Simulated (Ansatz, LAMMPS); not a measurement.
## Glassy 71GeO2-14Al2O3-14SrO (mol %) (66 atoms): where an added charge goes

Does an extra electron or hole in glassy 71GeO2-14Al2O3-14SrO (mol %) (66 atoms) stay spread out, or do the atoms trap it?

Calculated with Ansatz 0.2.0; Kohn-Sham DFT, PBE, PAW (set soft_1), plane waves; PAW set soft_1.

## Step 1: The structure

The cell holds 66 atoms: 15 Ge, 6 Al, 3 Sr and 42 O. Cell: a = 9.866 Å, b = 9.866 Å, c = 9.866 Å, α = 90.0°, β = 90.0°, γ = 90.0°. 66 atoms (15 Ge, 6 Al, 3 Sr, 42 O) placed at random at 3.73 g/cm³, melted at 4000 K for 10 ps at fixed volume with the Morse and Coulomb pair potential with partial charges (Pedone, Malavasi, Menziani, Cormack and Segre, J. Phys. Chem. B 110, 11780 (2006)). Quenched from 4000 K to 300 K at 20 K/ps and fixed volume, held 10 ps at zero pressure.

What the set-up can't give: The quench rate of 20 K/ps is many orders above laboratory rates, so the cell is likely richer in defects and strain than a real sample. The network of bonds at the start is that of the classical potential that made the cell, and needn't be the one that DFT or experiment would give. Sampling is at Γ alone, for a cell whose shortest periodic width is 10 Å.

## Step 2: Single point at the start

The forces at the start show how far the geometry lies from a minimum of this functional.

Contents of input.yaml:

```yaml
crystal:
  lattice:
    - [9.86601, 0.0, 0.0]
    - [0.0, 9.86601, 0.0]
    - [0.0, 0.0, 9.86601]
  atoms:
    - { symbol: Ge, position: [0.76201, 0.53848, 0.52391] }
    - { symbol: Ge, position: [0.06166, 0.76319, 0.74876] }
    - { symbol: Ge, position: [0.80675, 0.84231, 0.40088] }
    - { symbol: Ge, position: [0.90669, 0.04179, 0.66083] }
    - { symbol: Ge, position: [0.73877, 0.11337, 0.22505] }
    - { symbol: Ge, position: [0.9591, 0.53753, 0.02632] }
    - { symbol: Ge, position: [0.37855, 0.06355, 0.53354] }
    - { symbol: Ge, position: [0.36784, 0.60498, 0.9279] }
    - { symbol: Ge, position: [0.39523, 0.86428, 0.24625] }
    - { symbol: Ge, position: [0.68498, 0.48725, 0.86147] }
    - { symbol: Ge, position: [0.67828, 0.14982, 0.87814] }
    - { symbol: Ge, position: [0.04529, 0.2703, 0.22586] }
    - { symbol: Ge, position: [0.51533, 0.3448, 0.39281] }
    - { symbol: Ge, position: [0.15121, 0.38153, 0.78952] }
    - { symbol: Ge, position: [0.34842, 0.54988, 0.27855] }
    - { symbol: Al, position: [0.40264, 0.93269, 0.84017] }
    - { symbol: Al, position: [0.12391, 0.08844, 0.95662] }
    - { symbol: Al, position: [0.09453, 0.732, 0.26301] }
    - { symbol: Al, position: [0.14124, 0.83532, 0.03242] }
    - { symbol: Al, position: [0.11201, 0.24339, 0.52758] }
    - { symbol: Al, position: [0.10759, 0.53641, 0.50096] }
    - { symbol: Sr, position: [0.75214, 0.8282, 0.02098] }
    - { symbol: Sr, position: [0.44455, 0.70133, 0.59604] }
    - { symbol: Sr, position: [0.41178, 0.16516, 0.10339] }
    - { symbol: O, position: [0.53009, 0.52817, 0.91727] }
    - { symbol: O, position: [0.17881, 0.59964, 0.34191] }
    - { symbol: O, position: [0.93632, 0.52916, 0.50272] }
    - { symbol: O, position: [0.46408, 0.21079, 0.50259] }
    - { symbol: O, position: [0.79106, 0.54524, 0.98975] }
    - { symbol: O, position: [0.71984, 0.69803, 0.46516] }
    - { symbol: O, position: [0.25918, 0.97883, 0.95257] }
    - { symbol: O, position: [0.40583, 0.94981, 0.66296] }
    - { symbol: O, position: [0.42835, 0.70673, 0.30398] }
    - { symbol: O, position: [0.49829, 0.92687, 0.12444] }
    - { symbol: O, position: [0.01163, 0.9567, 0.0132] }
    - { symbol: O, position: [0.13951, 0.67522, 0.62247] }
    - { symbol: O, position: [0.21393, 0.10463, 0.53278] }
    - { symbol: O, position: [0.01503, 0.68037, 0.11343] }
    - { symbol: O, position: [0.90248, 0.72778, 0.8096] }
    - { symbol: O, position: [0.32782, 0.59871, 0.10033] }
    - { symbol: O, position: [0.42899, 0.75753, 0.86356] }
    - { symbol: O, position: [0.51342, 0.08106, 0.87394] }
    - { symbol: O, position: [0.02685, 0.46246, 0.8816] }
    - { symbol: O, position: [0.66362, 0.41813, 0.43783] }
    - { symbol: O, position: [0.03982, 0.9344, 0.70508] }
    - { symbol: O, position: [0.40033, 0.97053, 0.38178] }
    - { symbol: O, position: [0.74488, 0.93129, 0.26969] }
    - { symbol: O, position: [0.89643, 0.19064, 0.25296] }
    - { symbol: O, position: [0.14971, 0.1751, 0.12765] }
    - { symbol: O, position: [0.96588, 0.80749, 0.35109] }
    - { symbol: O, position: [0.12518, 0.31365, 0.36626] }
    - { symbol: O, position: [0.69228, 0.52899, 0.68631] }
    - { symbol: O, position: [0.15345, 0.39286, 0.61581] }
    - { symbol: O, position: [0.28574, 0.47091, 0.84701] }
    - { symbol: O, position: [0.40779, 0.49458, 0.45639] }
    - { symbol: O, position: [0.96102, 0.19448, 0.59308] }
    - { symbol: O, position: [0.603, 0.20337, 0.28227] }
    - { symbol: O, position: [0.7932, 0.0648, 0.78908] }
    - { symbol: O, position: [0.1664, 0.72709, 0.89334] }
    - { symbol: O, position: [0.6937, 0.31508, 0.8607] }
    - { symbol: O, position: [0.7223, 0.12202, 0.04844] }
    - { symbol: O, position: [0.13035, 0.22294, 0.84945] }
    - { symbol: O, position: [0.00212, 0.41189, 0.14144] }
    - { symbol: O, position: [0.8137, 0.95332, 0.53497] }
    - { symbol: O, position: [0.22685, 0.8431, 0.19096] }
    - { symbol: O, position: [0.41986, 0.39219, 0.24634] }
kpoints:
  mp_grid: { grid: [1, 1, 1] }
hamiltonian:
  xc: pbe
  pseudopotentials: { kind: paw, azcp: { folder: soft_1 } }
scf:
  occupations: { method: fixed }
output:
  forces: true
```

Started as:

```console
ansatz run input.yaml --threads 4 --pin off --max-ram 8192MiB --backend cpu --events-out ev --progress --plain --runs-dir out
```

What it wrote:

```text
[...]
Pseudopotentials: kind: paw
Pseudopotential: Ge, paw, valence charge 14, recommended cutoff 420 eV (normal), soft_1/Ge.paw.azcp
Pseudopotential: Al, paw, valence charge 3, recommended cutoff 420 eV (normal), soft_1/Al.paw.azcp
Pseudopotential: Sr, paw, valence charge 10, recommended cutoff 420 eV (normal), soft_1/Sr.paw.azcp
Pseudopotential: O, paw, valence charge 6, recommended cutoff 420 eV (normal), soft_1/O.paw.azcp
[... 5 lines on functional and potentials left out ...]
Crystal: 66 atoms, lattice volume = 960.339 Å³
Basis set: ecut = 420 eV, 18805 PW (Γ), exchange–correlation on 144×144×144 points (8 copies of the dense FFT grid, shifted against one another)
Bands: 321, of which v1, the nominal top of the filled ones, is band 255 counted from 1 (254 counted from 0)
Symmetry: 1 space group operations
Space group: P1 (ITA 1), of the structure as read, at distance tolerance 9.9e-5 Å
k-points: 1
[... 9 lines on functional and potentials left out ...]
Initial density: superposition of atomic densities (chi_scale 0.1, normalization cell, long waves kept (reshape's long-wave potential 0.60 eV rms))
Initial wavefunctions: pseudopotential atomic-orbital guess
[...]
SCF iter   1: F=—  HF=-102157.837924 eV  |F-HF|=—  |Δ(HF+E_count)|=         —  Δρ=9.81e-2  dr2=7.96e1  ethr=3.10e-3  ⟨swp⟩=7.0  Hψ=1506  notcnv=0  defer=64
preconditioner: auto → Resta (q_TF=auto, 2.455 Å⁻¹)  ε∞=2.7  [insulator: Δε(μ)=2.664 eV  Ē_g=20.414 eV  n_scr=250 (ndim 8)  ℏωp=26.9 eV  f_vac=0.102  ε∞_Penn≈2.7]
[...]
SCF iter  13: F=—  HF=-102133.588261 eV  |F-HF|=—  |Δ(HF+E_count)|=   2.11e-7  Δρ=3.92e-6  dr2=1.23e-7  ethr=1.96e-11  ⟨swp⟩=5.0  Hψ=1064  notcnv=0
SCF iter  14: F=-102133.588261 eV  HF=-102133.588261 eV  |F-HF|=6.11e-10  |Δ(HF+E_count)|=   1.25e-9  Δρ=8.15e-7  dr2=6.21e-9  ethr=1.96e-11  ⟨swp⟩=3.0  Hψ=1094  notcnv=0
SCF 1 converged in 14 iterations: F = -102133.588261 eV  dr2 = 6.21e-9
[...]
SCF converged after 14 iterations
Free energy (F): -102133.588261 eV
Harris-Foulkes:  -102133.588261 eV  (|F-HF|=6.11e-10)
Internal energy: -102133.588261 eV  (E = F + TS)
E sigma→0 (E₀):  -102133.588261 eV
Fermi energy:    5.373736 eV
--- Per-component energies (eV) ---
[...]
Σ components = -102133.588261   (vs F -102133.588261, Δ=0.00e0)
--- Forces (eV/Å), atoms counted from 1 ---
  atom   1  Ge     1.52577944    -1.40997712    -0.13858924
  atom   2  Ge    -2.30315697    -0.45501333     1.38980598
  atom   3  Ge     1.19697288    -0.64758888     3.08715181
  atom   4  Ge     1.25897093    -0.76790403    -2.32937922
[...]
atom  66  O      0.45619345    -2.48152129    -2.91292543
  max |Σ_I F_I| component: 5.81e-5 eV/Å
```

Wall time 14 s (4 threads of Intel Xeon Platinum 8488C (Sapphire Rapids), shared host); peak memory 1.3 GiB; 30 s of CPU time.

Reading the cycles: dr2 is the Hartree energy of the density residual (eV), the measure of convergence; HF is the Harris–Foulkes estimate of the energy, which meets the free energy F at convergence.

The r.m.s. force at the start is 1.2 eV/Å.

## Step 3: Relaxation

With the cell held, the atoms are moved downhill towards a nearby minimum.

Contents of input.yaml:

```yaml
crystal:
  lattice:
    - [9.86601, 0.0, 0.0]
    - [0.0, 9.86601, 0.0]
    - [0.0, 0.0, 9.86601]
  atoms:
    [... the 66 atom lines of step 2 ...]
kpoints:
  mp_grid: { grid: [1, 1, 1] }
hamiltonian:
  xc: pbe
  pseudopotentials: { kind: paw, azcp: { folder: soft_1 } }
scf:
  occupations: { method: fixed }
output:
  forces: true
relax:
  f_tol: 0.05
  max_steps: 120
```

What it wrote:

```text
[...]
Crystal: 66 atoms, lattice volume = 960.339 Å³
Basis set: ecut = 420 eV, 18805 PW (Γ), exchange–correlation on 144×144×144 points (8 copies of the dense FFT grid, shifted against one another)
Bands: 321, of which v1, the nominal top of the filled ones, is band 255 counted from 1 (254 counted from 0)
Symmetry: 1 space group operations
[...]
k-points: 1
[...]
SCF iter   1: F=—  HF=-102157.837911 eV  |F-HF|=—  |Δ(HF+E_count)|=         —  Δρ=9.81e-2  dr2=7.96e1  ethr=3.10e-3  ⟨swp⟩=7.0  Hψ=1506  notcnv=0  defer=64
[...]
SCF iter   9: F=—  HF=-102133.588212 eV  |F-HF|=—  |Δ(HF+E_count)|=   1.12e-4  Δρ=5.25e-5  dr2=3.18e-5  ethr=1.28e-7  ⟨swp⟩=3.0  Hψ=658  notcnv=0  defer=64
SCF iter  10: F=-102133.588258 eV  HF=-102133.588254 eV  |F-HF|=4.14e-6  |Δ(HF+E_count)|=   4.17e-5  Δρ=2.67e-5  dr2=6.89e-6  ethr=6.23e-9  ⟨swp⟩=4.0  Hψ=918  notcnv=0
SCF 1 converged in 10 iterations: F = -102133.588258 eV  dr2 = 6.89e-6
[...]
relax step   1: F+E_penalty+E_count = -102133.58825802 eV  Δ(F+E_penalty+E_count) = +0.000e0 eV  max|allowed force component| = 3.087e0 eV/Å  Δτ_max = 0.0000 Å  (10 SCF iters, dr2 threshold 6.25e-5 eV, accepted)
[...]
relax step   2: F+E_penalty+E_count = -102137.38086625 eV  Δ(F+E_penalty+E_count) = -3.793e0 eV  max|allowed force component| = 1.793e0 eV/Å  Δτ_max = 0.1949 Å  (7 SCF iters, dr2 threshold 1.00e-4 eV, accepted)
[...]
relax step   3: F+E_penalty+E_count = -102139.94350508 eV  Δ(F+E_penalty+E_count) = -2.563e0 eV  max|allowed force component| = 8.157e-1 eV/Å  Δτ_max = 0.1950 Å  (7 SCF iters, dr2 threshold 1.00e-4 eV, accepted)
relax step   4: F+E_penalty+E_count = -102140.66016666 eV  Δ(F+E_penalty+E_count) = -7.167e-1 eV  max|allowed force component| = 5.393e-1 eV/Å  Δτ_max = 0.1948 Å  (7 SCF iters, dr2 threshold 1.00e-4 eV, accepted)
relax step   5: F+E_penalty+E_count = -102141.06417034 eV  Δ(F+E_penalty+E_count) = -4.040e-1 eV  max|allowed force component| = 3.146e-1 eV/Å  Δτ_max = 0.2000 Å  (7 SCF iters, dr2 threshold 6.02e-5 eV, accepted)
relax step   6: F+E_penalty+E_count = -102141.24825413 eV  Δ(F+E_penalty+E_count) = -1.841e-1 eV  max|allowed force component| = 3.838e-1 eV/Å  Δτ_max = 0.2000 Å  (8 SCF iters, dr2 threshold 3.37e-5 eV, accepted)
relax step   7: F+E_penalty+E_count = -102141.32668385 eV  Δ(F+E_penalty+E_count) = -7.843e-2 eV  max|allowed force component| = 3.727e-1 eV/Å  Δτ_max = 0.1556 Å  (7 SCF iters, dr2 threshold 5.01e-5 eV, accepted)
relax step   8: F+E_penalty+E_count = -102141.50994445 eV  Δ(F+E_penalty+E_count) = -1.833e-1 eV  max|allowed force component| = 4.936e-1 eV/Å  Δτ_max = 0.2000 Å  (7 SCF iters, dr2 threshold 1.00e-4 eV, accepted)
relax step   9: F+E_penalty+E_count = -102141.62057097 eV  Δ(F+E_penalty+E_count) = -1.106e-1 eV  max|allowed force component| = 7.240e-1 eV/Å  Δτ_max = 0.1954 Å  (7 SCF iters, dr2 threshold 1.00e-4 eV, accepted)
relax step  10: F+E_penalty+E_count = -102141.70715651 eV  Δ(F+E_penalty+E_count) = -8.659e-2 eV  max|allowed force component| = 5.458e-1 eV/Å  Δτ_max = 0.2000 Å  (7 SCF iters, dr2 threshold 1.00e-4 eV, accepted)
relax step  11: F+E_penalty+E_count = -102141.74563022 eV  Δ(F+E_penalty+E_count) = -3.847e-2 eV  max|allowed force component| = 3.116e-1 eV/Å  Δτ_max = 0.0822 Å  (6 SCF iters, dr2 threshold 1.00e-4 eV, accepted)
relax step  12: F+E_penalty+E_count = -102141.73923016 eV  Δ(F+E_penalty+E_count) = +6.400e-3 eV  max|allowed force component| = 3.051e-1 eV/Å  Δτ_max = 0.2000 Å  (7 SCF iters, dr2 threshold 3.16e-5 eV, rejected (line search))
relax step  13: F+E_penalty+E_count = -102141.78054208 eV  Δ(F+E_penalty+E_count) = -3.491e-2 eV  max|allowed force component| = 7.160e-2 eV/Å  Δτ_max = 0.0983 Å  (10 SCF iters, accepted)
relax step  14: F+E_penalty+E_count = -102141.79001858 eV  Δ(F+E_penalty+E_count) = -9.477e-3 eV  max|allowed force component| = 1.041e-1 eV/Å  Δτ_max = 0.1000 Å  (9 SCF iters, accepted)
relax step  15: F+E_penalty+E_count = -102141.80106373 eV  Δ(F+E_penalty+E_count) = -1.105e-2 eV  max|allowed force component| = 1.637e-1 eV/Å  Δτ_max = 0.1010 Å  (9 SCF iters, accepted)
relax step  16: F+E_penalty+E_count = -102141.83108836 eV  Δ(F+E_penalty+E_count) = -3.002e-2 eV  max|allowed force component| = 2.309e-1 eV/Å  Δτ_max = 0.1976 Å  (7 SCF iters, dr2 threshold 2.68e-5 eV, accepted)
relax step  17: F+E_penalty+E_count = -102141.83397106 eV  Δ(F+E_penalty+E_count) = -2.883e-3 eV  max|allowed force component| = 4.138e-1 eV/Å  Δτ_max = 0.1939 Å  (7 SCF iters, dr2 threshold 5.33e-5 eV, accepted)
relax step  18: F+E_penalty+E_count = -102141.89501262 eV  Δ(F+E_penalty+E_count) = -6.104e-2 eV  max|allowed force component| = 2.362e-1 eV/Å  Δτ_max = 0.2000 Å  (7 SCF iters, dr2 threshold 1.00e-4 eV, accepted)
relax step  19: F+E_penalty+E_count = -102141.90910785 eV  Δ(F+E_penalty+E_count) = -1.410e-2 eV  max|allowed force component| = 1.960e-1 eV/Å  Δτ_max = 0.0237 Å  (6 SCF iters, dr2 threshold 1.82e-5 eV, accepted)
relax step  20: F+E_penalty+E_count = -102141.91533754 eV  Δ(F+E_penalty+E_count) = -6.230e-3 eV  max|allowed force component| = 2.770e-1 eV/Å  Δτ_max = 0.0673 Å  (7 SCF iters, dr2 threshold 1.25e-5 eV, accepted)
relax step  21: F+E_penalty+E_count = -102141.91028129 eV  Δ(F+E_penalty+E_count) = +5.056e-3 eV  max|allowed force component| = 2.222e-1 eV/Å  Δτ_max = 0.1520 Å  (6 SCF iters, dr2 threshold 5.28e-5 eV, rejected (line search))
relax step  22: F+E_penalty+E_count = -102141.93348746 eV  Δ(F+E_penalty+E_count) = -1.815e-2 eV  max|allowed force component| = 1.073e-1 eV/Å  Δτ_max = 0.0508 Å  (9 SCF iters, accepted)
relax step  23: F+E_penalty+E_count = -102141.93064053 eV  Δ(F+E_penalty+E_count) = +2.847e-3 eV  max|allowed force component| = 9.429e-2 eV/Å  Δτ_max = 0.0795 Å  (9 SCF iters, rejected (line search))
relax step  24: F+E_penalty+E_count = -102141.93695037 eV  Δ(F+E_penalty+E_count) = -3.463e-3 eV  max|allowed force component| = 5.980e-2 eV/Å  Δτ_max = 0.0217 Å  (9 SCF iters, accepted)
relax step  25: F+E_penalty+E_count = -102141.93727042 eV  Δ(F+E_penalty+E_count) = -3.200e-4 eV  max|allowed force component| = 5.395e-2 eV/Å  Δτ_max = 0.0113 Å  (7 SCF iters, accepted)
[...]
relax step  26: F+E_penalty+E_count = -102141.93783235 eV  Δ(F+E_penalty+E_count) = -5.619e-4 eV  max|allowed force component| = 2.153e-2 eV/Å  Δτ_max = 0.0124 Å  (7 SCF iters, accepted)
SCF converged after 7 iterations
Free energy (F): -102141.937832 eV
[...]
Internal energy: -102141.937832 eV  (E = F + TS)
E sigma→0 (E₀):  -102141.937832 eV
Fermi energy:    4.386273 eV
[...]
Σ components = -102141.937832   (vs F -102141.937832, Δ=0.00e0)
--- Forces (eV/Å), atoms counted from 1 ---
  atom   1  Ge    -0.00326629     0.00914722    -0.00037637
  atom   2  Ge    -0.01171284    -0.00528321    -0.00353396
  atom   3  Ge    -0.00232135     0.00426547     0.00046452
  atom   4  Ge     0.00307098    -0.00303690    -0.00475481
[...]
atom  66  O      0.00171659     0.00167611     0.00154444
  max |Σ_I F_I| component: 9.47e-5 eV/Å
--- Relaxed structure (26 steps of the walk, 23 accepted, 0 SCFs on fresh bases) ---
  F+E_penalty+E_count = -102141.93783235 eV   max|allowed force component| = 2.153e-2 eV/Å
  atoms:
    - { symbol: Ge, position: [0.748512, 0.538899, 0.531427] }
    - { symbol: Ge, position: [0.081526, 0.750865, 0.736481] }
    - { symbol: Ge, position: [0.808708, 0.831183, 0.394984] }
    - { symbol: Ge, position: [0.892880, 0.019661, 0.647159] }
[...]
- { symbol: O, position: [0.429270, 0.374191, 0.244689] }
```

The job ended after 2 min (4 threads; peak memory 1.3 GiB; 7.1 min of CPU time).

The relaxation converged after 26 steps, 8.35 eV below its start, with a largest force component of 0.022 eV/Å.

(Continued in part 2 of 4.)

[Long decimals in the printed logs are rounded to 6 places.]

[Logs are printed without paths, hosts, clocks, repeated set-up lines and the standing remarks that a program may print on its own settings, such as how far it seeks lower states.]

[Hosts, paths, dates, database ids (printed as entryN), source tags and the programs' standing remarks are cut or masked in the printed files.]
